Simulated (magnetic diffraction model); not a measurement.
**Which magnetic order? Nd₃Sb₅Os₆**

Space group Pmmn (no. 59, origin choice 1), a = 4.3510 Å, b = 13.7030 Å, c = 10.4410 Å.

| site | atom | x | y | z |
| --- | --- | --- | --- | --- |
| 2a | Os | 1/2 | 1/2 | 0.0206 |
| 4e | Os | 0 | 0.8234 | 0.1066 |
| 2a | Os | 1/2 | 1/2 | 0.4889 |
| 4e | Os | 0 | 0.6609 | 0.4936 |
| 4e | Nd | 0 | 0.8281 | 0.7493 |
| 2b | Nd | 0 | 1/2 | 0.7385 |
| 2b | Sb | 0 | 1/2 | 0.3426 |
| 4e | Sb | 0 | 0.8363 | 0.3679 |
| 4e | Sb | 0 | 0.6262 | 0.0166 |

The compound is invented for this exercise: a known structure type with other elements, its cell scaled to their sizes and not relaxed.

Only Nd is taken to order (form factors of Nd3+); orders and moment sizes are assumed, and not adapted to the symmetry. Radiation: neutrons of λ = 1.8 Å, 5° to 35°; isotropic B of 0.2 Å² (Os), 0.24 Å² (Nd) and 0.24 Å² (Sb). The intensities are simulated: I ∝ L Σ (|F_N|² + |F_M⊥|²) for unpolarised neutrons, with F_M = 2.695 fm/μB × Σ f(s) S exp(2πi Q·r) exp(−B s²) at Q = H ± k (one set where k and −k are equivalent), only the part normal to Q counting and L = 1/(sin²θ cos θ). For collinear order S is the moment m, which repeats by lattice and centring translations R with the sign exp(−2πi k·R). Form factors are spin-only for 3d ions and dipole or tabulated for f ions, scattering lengths are Sears's of 1992, and absorption is left out. A label names one of the reflections at its angle. The strongest nuclear line in the range is 100, and lines under 0.2 are left out.

Above the ordering temperature:

```
2θ (°)    index      I
  9.89  (0 0 1)    8.9
 12.44  (0 1 1)    3.1
 15.10  (0 2 0)    0.4
 18.08  (0 2 1)    0.3
 19.85  (0 0 2)  100.0
 21.26  (0 1 2)    5.5
 24.84  (0 3 1)    1.4
 25.04  (0 2 2)    7.5
 25.07  (1 1 0)   16.5
 25.90  (1 0 1)    1.1
 27.01  (1 1 1)   24.8
 29.97  (0 0 3)    0.8
 30.11  (1 2 1)   13.8
 30.36  (0 3 2)    4.0
 30.46  (0 4 0)    2.5
 31.24  (1 0 2)    2.2
 32.10  (0 4 1)    0.2
 32.18  (1 1 2)    6.0
 33.20  (1 3 0)    7.2
 33.72  (0 2 3)   20.3
 34.72  (1 3 1)   46.7
 34.87  (1 2 2)   19.3
```

Below it (cell unchanged):

| 2θ (°) | I |
| --- | --- |
| 7.53 | 191.2 |
| 9.89 | 12.9 |
| 12.44 | 3.2 |
| 15.10 | 0.4 |
| 18.08 | 44.6 |
| 19.85 | 100.0 |
| 21.26 | 17.4 |
| 22.73 | 5.2 |
| 23.88 | 3.8 |
| 24.84 | 1.5 |
| 25.04 | 7.5 |
| 25.07 | 16.5 |
| 25.90 | 1.1 |
| 27.01 | 68.5 |
| 28.37 | 21.1 |
| 29.97 | 1.1 |
| 30.11 | 13.8 |
| 30.36 | 7.5 |
| 30.46 | 2.5 |
| 31.24 | 5.0 |
| 32.10 | 19.7 |
| 32.18 | 6.1 |
| 33.20 | 7.2 |
| 33.72 | 25.5 |
| 34.72 | 53.9 |
| 34.87 | 38.8 |

**Question.** Find the propagation vector, then choose among these models:
A. collinear moments along [010], 3.1 μB on Nd; signs + at (0, 0.8281, 0.7493), − at (1/2, 0.6719, 0.2507), − at (0, 0.1719, 0.7493), + at (1/2, 0.3281, 0.2507), − at (0, 1/2, 0.7385), − at (1/2, 0, 0.2615)
B. collinear moments along [010], 3.1 μB on Nd; signs + at (0, 0.8281, 0.7493), + at (1/2, 0.6719, 0.2507), − at (0, 0.1719, 0.7493), − at (1/2, 0.3281, 0.2507), − at (0, 1/2, 0.7385), + at (1/2, 0, 0.2615)
C. collinear moments along [101], 3.1 μB on Nd; signs + at (0, 0.8281, 0.7493), − at (1/2, 0.6719, 0.2507), − at (0, 0.1719, 0.7493), + at (1/2, 0.3281, 0.2507), − at (0, 1/2, 0.7385), − at (1/2, 0, 0.2615)
D. collinear moments along [101], 3.1 μB on Nd; signs + at (0, 0.8281, 0.7493), + at (1/2, 0.6719, 0.2507), − at (0, 0.1719, 0.7493), − at (1/2, 0.3281, 0.2507), − at (0, 1/2, 0.7385), + at (1/2, 0, 0.2615)

No line moves, and magnetic intensity falls on nuclear lines such as the one at 18.08°; new lines at (0 1 0), (0 3 0) and (1 0 0) have whole indices that obey the lattice centring, at places with no nuclear intensity to speak of, so the magnetic cell equals the chemical primitive cell: k = 0.

Magnetic intensity, observed (below minus above) and for each model:

| 2θ (°) | index | observed | A | B | C | D |
| --- | --- | --- | --- | --- | --- | --- |
| 7.53 | (0 1 0) | 191.2 | <0.2 | <0.2 | <0.2 | 191.2 |
| 12.44 | (0 1 1) | 0.1 | 88.0 | 0.1 | 64.1 | 0.1 |
| 15.10 | (0 2 0) | <0.2 | <0.2 | <0.2 | 43.1 | <0.2 |
| 18.08 | (0 2 1) | 44.4 | <0.2 | 18.0 | 0.1 | 44.4 |
| 21.26 | (0 1 2) | 11.9 | 0.2 | 40.7 | 0.1 | 11.9 |
| 27.01 | (1 1 1) | 43.7 | 0.1 | 52.5 | 0.1 | 43.7 |
| 30.11 | (1 2 1) | <0.2 | 30.9 | <0.2 | 33.7 | <0.2 |
| 32.18 | (1 1 2) | 0.1 | 37.0 | 0.2 | 23.1 | 0.1 |

Model D matches.

The absence at (0 2 0) is telling: the sublattices cancel there.

The structure used: k = (0 0 0), collinear moments along [101], 3.1 μB on Nd; signs + at (0, 0.8281, 0.7493), + at (1/2, 0.6719, 0.2507), − at (0, 0.1719, 0.7493), − at (1/2, 0.3281, 0.2507), − at (0, 1/2, 0.7385), + at (1/2, 0, 0.2615).

[Logs are printed without paths, hosts, clocks, repeated set-up lines and the standing remarks that a program may print on its own settings, such as how far it seeks lower states.]
